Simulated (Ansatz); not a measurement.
# HfB2 (P6/mmm): phonon-mediated transition temperature

What Tc do the phonons of HfB2 (P6/mmm) give, and how does it depend on μ*? The cell shown first is a relaxed one, from steps not shown here.

Program: Ansatz 0.2.0. Level of theory: DFT PBE, scalar-relativistic, plane waves, PAW; PAW set soft_1. Results are calculated unless marked as measured.

This is a report of a sequence of runs, with most program output left out.

### Step 1. The cell after earlier relaxation steps

Symmetry: P6/mmm, No. 191, hexagonal system. The conventional cell has a = 3.144 Å, b = 3.144 Å, c = 3.490 Å, α = 90.00°, β = 90.00°, γ = 120.00°. Nearest to Hf lie 12 B at 2.52 Å. Nearest to B lie 3 B at 1.82 Å and 6 Hf at 2.52 Å. Farther neighbours are not listed.

Coordinates:

```cif
data_structure
_symmetry_space_group_name_H-M 'P 1'
_symmetry_Int_Tables_number 1
_cell_length_a 3.1439
_cell_length_b 3.1439
_cell_length_c 3.4900
_cell_angle_alpha 90.000
_cell_angle_beta 90.000
_cell_angle_gamma 120.000
_cell_volume 29.87
loop_
_atom_site_label
_atom_site_type_symbol
_atom_site_fract_x
_atom_site_fract_y
_atom_site_fract_z
_atom_site_occupancy
Hf1 Hf 0.00000 0.00000 0.00000 1
B2 B 0.33333 0.66667 0.50000 1
B3 B 0.66667 0.33333 0.50000 1
```

### Step 2. Electron–phonon run: q 3×3×3, k 12×12×9, scattering 18×18×12

The run that gives the couplings also evaluates McMillan's and Allen and Dynes's formulas and, where asked, the Eliashberg equations, over a range of μ*.

Contents of input.yaml:

```yaml
crystal:
  lattice:
    - [3.1439123144, 0.0, 0.0]
    - [-1.5719561572, 2.7227079315, 0.0]
    - [0.0, 0.0, 3.4899586395]
  atoms:
    - { symbol: Hf, position: [0.0, 0.0, 0.0] }
    - { symbol: B, position: [0.3333333333, 0.6666666667, 0.5] }
    - { symbol: B, position: [0.6666666667, 0.3333333333, 0.5] }
kpoints:
  mp_grid: { grid: [12, 12, 9] }
hamiltonian:
  xc: pbe
  pseudopotentials: { kind: paw, azcp: { folder: soft_1 } }
scf:
  occupations: { method: methfessel_paxton, width: 0.2 }
output:
  eigenvalues: true
phonons:
  method: dfpt
  qmesh: [3, 3, 3]
  temperatures: { t_max: 1000, t_step: 50 }
  qpath:
    path:
      - [[0.0, 0.0, 0.0], [0.5, 0.0, 0.0], [0.33333333, 0.33333333, 0.0], [0.0, 0.0, 0.0], [0.0, 0.0, 0.5], [0.5, 0.0, 0.5], [0.33333333, 0.33333333, 0.5], [0.0, 0.0, 0.5]]
      - [[0.5, 0.0, 0.5], [0.5, 0.0, 0.0]]
    npoints: 6
  electrical_resistivity:
    mesh: [18, 18, 12]
    temperatures: [20.0, 50.0, 80.0, 100.0, 150.0, 200.0, 273.0, 300.0, 400.0, 500.0, 600.0, 800.0]
  superconductivity: { mesh: [18, 18, 12] }
```

The run is started by

```bash
$ ansatz run input.yaml --threads 16 --pin off --max-ram 92160MiB --backend cuda --events-out ev --progress --plain --runs-dir out --max-vram 78GiB
```

Elapsed: 32 s, on 1 × NVIDIA GB200 with 16 threads of Arm Neoverse V2, shared host; peak memory 5.6 GiB; 3.4 min of CPU time.

Numbers from this step:

```
volume per atom                                                                : 9.958 Å³/atom
metallic on mesh                                                               : yes
gap on the k-mesh                                                              : 0 eV
zero-point energy                                                              : 0.2626 eV/cell
share of imaginary modes in the plain interpolation between solved wavevectors : 0
highest frequency, solved or plainly interpolated                              : 811.9 cm⁻¹
Debye temperature (second moment)                                              : 978 K
resistivity at 300 K                                                           : 5.027 μΩ cm, mean of the axes
coupling constant λ                                                            : 0.1168
density of states at the Fermi level                                           : 0.1228 states/eV a spin and cell
log mean phonon energy ħω_log                                                  : 38.37 meV
transport coupling constant λ_tr                                               : 0.1171, 0.1171, 0.1288 (xx, yy, zz)
Drude plasma energy                                                            : 4.655, 4.655, 4.339 eV (xx, yy, zz)
resistivity times mean free path                                               : 22.76, 22.76, 25.39 × 10⁻¹⁶ Ω m² (xx, yy, zz)
second-moment phonon energy ħω₂                                                : 55.47 meV
```

An empty cell: under 1 mK by a formula, or no transition down to the floor of the Eliashberg search. Transition temperatures:

```csv
μ*,McMillan Tc (K),Allen–Dynes Tc (K)
0.08,-,-
0.1,-,-
0.12,-,-
0.13,-,-
0.14,-,-
0.16,-,-
0.2,-,-
```

### Step 3. Electron–phonon run: q 6×6×4, k 12×12×12, scattering 24×24×16

The next rung changes the q mesh, which sets the reach of the force constants and couplings; the k mesh of the density and its response; the scattering mesh, which samples the Fermi surface.

Changes to input.yaml since step 2:

```diff
@@ -10,3 +10,3 @@
 kpoints:
-  mp_grid: { grid: [12, 12, 9] }
+  mp_grid: { grid: [12, 12, 12] }
 hamiltonian:
@@ -20,3 +20,3 @@
   method: dfpt
-  qmesh: [3, 3, 3]
+  qmesh: [6, 6, 4]
   temperatures: { t_max: 1000, t_step: 50 }
@@ -28,4 +28,4 @@
   electrical_resistivity:
-    mesh: [18, 18, 12]
+    mesh: [24, 24, 16]
     temperatures: [20.0, 50.0, 80.0, 100.0, 150.0, 200.0, 273.0, 300.0, 400.0, 500.0, 600.0, 800.0]
-  superconductivity: { mesh: [18, 18, 12] }
+  superconductivity: { mesh: [24, 24, 16] }
```

Wall time 3.2 min (1 × NVIDIA GB200 with 16 threads); peak memory 20 GiB.

This step gave:

```yaml
zero_point_energy: 0.2628 eV/cell
highest_frequency_solved_or_plainly_interpolated: 818.1 cm⁻¹
resistivity_at_300_k: 5.011 μΩ cm, mean of the axes
coupling_constant_lambda: 0.1251
density_of_states_at_the_fermi_level: 0.1317 states/eV a spin and cell
transport_coupling_constant_lambda_tr: 0.1232, 0.1232, 0.137 (xx, yy, zz)
drude_plasma_energy: 4.803, 4.803, 4.483 eV (xx, yy, zz)
resistivity_times_mean_free_path: 21.09, 21.09, 24.23 × 10⁻¹⁶ Ω m² (xx, yy, zz)
second_moment_phonon_energy_omega: 55.34 meV
```

An empty cell: under 1 mK by a formula, or no transition down to the floor of the Eliashberg search. Transition temperatures:

```csv
μ*,McMillan Tc (K),Allen–Dynes Tc (K)
0.08,-,-
0.1,-,-
0.12,-,-
0.13,-,-
0.14,-,-
0.16,-,-
0.2,-,-
```

### Step 4. Electron–phonon run: q 6×6×4, k 18×18×16, scattering 30×30×20

The next rung changes the k mesh of the density and its response; the scattering mesh, which samples the Fermi surface.

Changes to input.yaml since step 3:

```diff
@@ -10,3 +10,3 @@
 kpoints:
-  mp_grid: { grid: [12, 12, 12] }
+  mp_grid: { grid: [18, 18, 16] }
 hamiltonian:
@@ -28,4 +28,4 @@
   electrical_resistivity:
-    mesh: [24, 24, 16]
+    mesh: [30, 30, 20]
     temperatures: [20.0, 50.0, 80.0, 100.0, 150.0, 200.0, 273.0, 300.0, 400.0, 500.0, 600.0, 800.0]
-  superconductivity: { mesh: [24, 24, 16] }
+  superconductivity: { mesh: [30, 30, 20] }
```

Elapsed: 4.4 min, on 1 × NVIDIA GB200 with 16 threads; peak memory 18 GiB.

This step gave:

```yaml
zero_point_energy: 0.2625 eV/cell
highest_frequency_solved_or_plainly_interpolated: 817.1 cm⁻¹
debye_temperature_second_moment: 977 K
resistivity_at_300_k: 5.094 μΩ cm, mean of the axes
coupling_constant_lambda: 0.1292
density_of_states_at_the_fermi_level: 0.1362 states/eV a spin and cell
log_mean_phonon_energy_omega_log: 38.55 meV
transport_coupling_constant_lambda_tr: 0.1273, 0.1273, 0.1415 (xx, yy, zz)
drude_plasma_energy: 4.775, 4.775, 4.588 eV (xx, yy, zz)
resistivity_times_mean_free_path: 21.08, 21.08, 22.77 × 10⁻¹⁶ Ω m² (xx, yy, zz)
second_moment_phonon_energy_omega: 55.52 meV
```

An empty cell: under 1 mK by a formula, or no transition down to the floor of the Eliashberg search. Transition temperatures:

```csv
μ*,McMillan Tc (K),Allen–Dynes Tc (K)
0.08,-,-
0.1,-,-
0.12,-,-
0.13,-,-
0.14,-,-
0.16,-,-
0.2,-,-
```

The Eliashberg function α²F has structure finer than the step of the table below, so its rows give means over 2.5 meV, whole bins alone (the curve runs from 0.395 to 101 meV). Peaks (meV: height): α²F 20.95: 0.176, 67.59: 0.240, 93.68: 0.134; α²F tr 20.95: 0.184, 67.59: 0.255, 93.68: 0.143.

Table of Eliashberg function α²F by phonon energy; means over each step:

```csv
phonon energy (meV),α²F,α²F tr
2.5,5.9e-5,2.4e-5
5.0,2.2e-4,1.7e-4
7.5,4.7e-4,3.6e-4
10.0,9.5e-4,7.5e-4
12.5,0.00231,0.00204
15.0,0.00594,0.00606
17.5,0.0204,0.0207
20.0,0.107,0.110
22.5,0.0966,0.0943
25.0,0.0406,0.0429
27.5,4.1e-4,5.7e-4
30.0,0,0
32.5,0,0
35.0,0,0
37.5,0,0
40.0,0,0
42.5,0,0
45.0,0,0
47.5,0,0
50.0,1.0e-5,5.2e-6
52.5,7.0e-4,4.7e-4
55.0,0.00417,0.00304
57.5,0.00748,0.00677
60.0,0.0141,0.0149
62.5,0.0400,0.0425
65.0,0.0969,0.0998
67.5,0.185,0.200
70.0,0.110,0.114
72.5,0.0730,0.0709
75.0,0.0469,0.0421
77.5,0.0206,0.0213
80.0,0.0213,0.0224
82.5,0.0238,0.0243
85.0,0.0223,0.0235
87.5,0.0120,0.0136
90.0,0.0201,0.0233
92.5,0.0727,0.0796
95.0,0.0760,0.0835
97.5,0.0456,0.0470
```

The Eliashberg function α²F has structure finer than the step of the table below, so its rows give means over 5 meV, whole bins alone (the curve runs from 0.395 to 101 meV). Peaks (meV: height): α²F 20.9: 0.176, 67.6: 0.240, 93.7: 0.134; Hf 20.9: 0.175; B 67.6: 0.240, 93.7: 0.134.

The Eliashberg function α²F by phonon energy; means over each step:

```csv
phonon energy (meV),α²F,Hf,B
5,2.4e-4,2.0e-4,0
10,0.00106,9.9e-4,7.9e-5
15,0.00693,0.00664,2.8e-4
20,0.0894,0.0886,7.2e-4
25,0.0398,0.0397,1.4e-4
30,0,0,0
35,0,0,0
40,0,0,0
45,0,0,0
50,7.3e-5,0,7.3e-5
55,0.00398,2.1e-4,0.00381
60,0.0160,4.4e-4,0.0156
65,0.106,0.00118,0.105
70,0.123,2.3e-4,0.123
75,0.0460,5.2e-5,0.0459
80,0.0211,6.8e-6,0.0211
85,0.0207,4.1e-5,0.0206
90,0.0259,3.2e-5,0.0259
95,0.0722,6.3e-5,0.0721
```

### Step 5. What came out

```yaml
meshes: q 6×6×4, k 18×18×16, scattering 30×30×20
coupling_constant_lambda: 0.129
log_mean_phonon_energy_omega_log: 38.5 meV
```

In words: In the last run (PBE, q 6×6×4, k 18×18×16, scattering 30×30×20), with λ = 0.13 and ħω_log = 38.5 meV, Tc at μ* = 0.13 is under 1 mK by the formulas. In that run Allen and Dynes's formula gives no transition above 0.05 K at μ* = 0.10 or more. By the run's own test λ is not converged in the fine mesh: it moves by 17 % between the two finest. The run's transport test calls it not converged in the mesh; ρ(300 K) moves by 15 % in the component that moves most. Over the runs, λ takes the values 0.117, 0.125 and 0.129, in the order shown. No spin–orbit coupling, which matters for Hf. μ* is a typed number, phonons are harmonic, and spin fluctuations are left out; with λ this near or under μ*(1 + 0.62 λ), the formulas give Tc only to its order of magnitude, or none.

[Logs are printed without paths, hosts, clocks, repeated set-up lines and the standing remarks that a program may print on its own settings, such as how far it seeks lower states.]

[Hosts, paths, dates, database ids (printed as entryN), source tags and the programs' standing remarks are cut or masked in the printed files.]
